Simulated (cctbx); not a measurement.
**Diagnosing a refinement**

Cell a = 8.6940 Å, b = 8.6940 Å, c = 9.0140 Å, α = 90.00°, β = 90.00°, γ = 90.00°; space group I-4 (no. 82). The compound is Y5CuSe8.

The data are simulated with cctbx, not measured: synchrotron X-rays, λ = 0.6889 Å, to d = 0.8 Å, 70 % of the full sphere, strongest reflection 40000 counts, noise from counting, a 4 % proportional error and a noise floor of 8 counts (s.d.); no absorption.

An anisotropic refinement with weights 1/σ² prints:

```text
Rint 0.028, 696 unique reflections to 0.80 A
cycle     R1     wR2    GooF  max shift (A)
   1  0.0466  0.1490   4.521   0.00180
   2  0.0215  0.0680   2.063   0.00000
final R1 0.0215 wR2 0.0680 GooF 2.063  parameters 31  data/parameter 22.5
atom        x        y        z      Ueq    occ   su(xyz)  su(Uiso or U11)
Y1     0.25301  0.36766  0.37922   0.0254  1.000  0.00008  0.0003
Y2     0.00000  0.00000  0.50000   0.0248  1.000  0.00000  0.0004
Se1    0.32525  0.06843  0.56668   0.0209  1.000  0.00009  0.0004
Se2    0.93422  0.19932  0.78854   0.0188  1.000  0.00009  0.0004
Cu1    0.50000  0.00000  0.25000   0.0111  1.000  0.00000  0.0005
difference map: max 1.13 min -0.56 rms 0.17
Q1    0.0000  0.5000  0.7500    2    1.13  0.00 A from Cu1
Q2    0.0874  0.7904  0.8002    8    0.78  0.23 A from Se2
Q3    0.0675  0.6929  0.4184    8    0.75  0.21 A from Se1
Q4    0.0931  0.6370  0.4678    8    0.50  0.50 A from Se1
Q5    0.0000  0.5000  0.1355    4    0.50  1.75 A from Se1
Q6    0.0930  0.2539  0.7165    8    0.43  1.60 A from Se2
```

**Question.** Can this result stand? If not, what is the likely fault?

Mend it. The fault: dispersion terms of the wrong wavelength (1.54184 Å). Against the right model at the same level, R1 goes from 0.0126 to 0.0215 and GooF from 0.98 to 2.06, U of Cu1 shrinks from 0.0211 to 0.0111 Å² and the top difference peak, 1.1 e/Å³, lies on Cu1. f′ and f″ must be those of the data's wavelength; the error mimics a mistyped heavy atom. The signs are weak, and the output alone doesn't single this fault out.

The compound is Y5CuSe8. The right model at the same level gives:

```text
Rint 0.028, 696 unique reflections to 0.80 A
cycle     R1     wR2    GooF  max shift (A)
   1  0.0128  0.0326   0.990   0.00012
   2  0.0126  0.0322   0.976   0.00000
final R1 0.0126 wR2 0.0322 GooF 0.976  parameters 31  data/parameter 22.5
atom        x        y        z      Ueq    occ   su(xyz)  su(Uiso or U11)
Y1     0.25300  0.36756  0.37921   0.0217  1.000  0.00004  0.0002
Y2     0.00000  0.00000  0.50000   0.0211  1.000  0.00000  0.0002
Se1    0.32510  0.06854  0.56679   0.0240  1.000  0.00004  0.0002
Se2    0.93409  0.19940  0.78857   0.0217  1.000  0.00004  0.0002
Cu1    0.50000  0.00000  0.25000   0.0211  1.000  0.00000  0.0002
Flack x: 0.015(10)
Hooft y: 0.009(11)  Bijvoet pairs: 320
difference map: max 0.32 min -0.33 rms 0.08
Q1    0.0000  0.5000  0.1246    4    0.32  1.71 A from Se1
Q2    0.1694  0.7384  0.3681    8    0.31  1.19 A from Se1
Q3    0.0000  0.0000  0.3529    4    0.29  1.33 A from Y2
Q4    0.1043  0.2854  0.2385    8    0.26  1.95 A from Y1
Q5    0.0472  0.6673  0.9787    8    0.26  1.66 A from Y1
Q6    0.0000  0.5000  0.2500    2    0.26  2.32 A from Se1
```

This is a model crystal, built by substitution and not relaxed, with assumed displacement parameters.

[Middle refinement cycles are left out of these outputs.]

[Logs are printed without paths, hosts, clocks, repeated set-up lines and the standing remarks that a program may print on its own settings, such as how far it seeks lower states.]
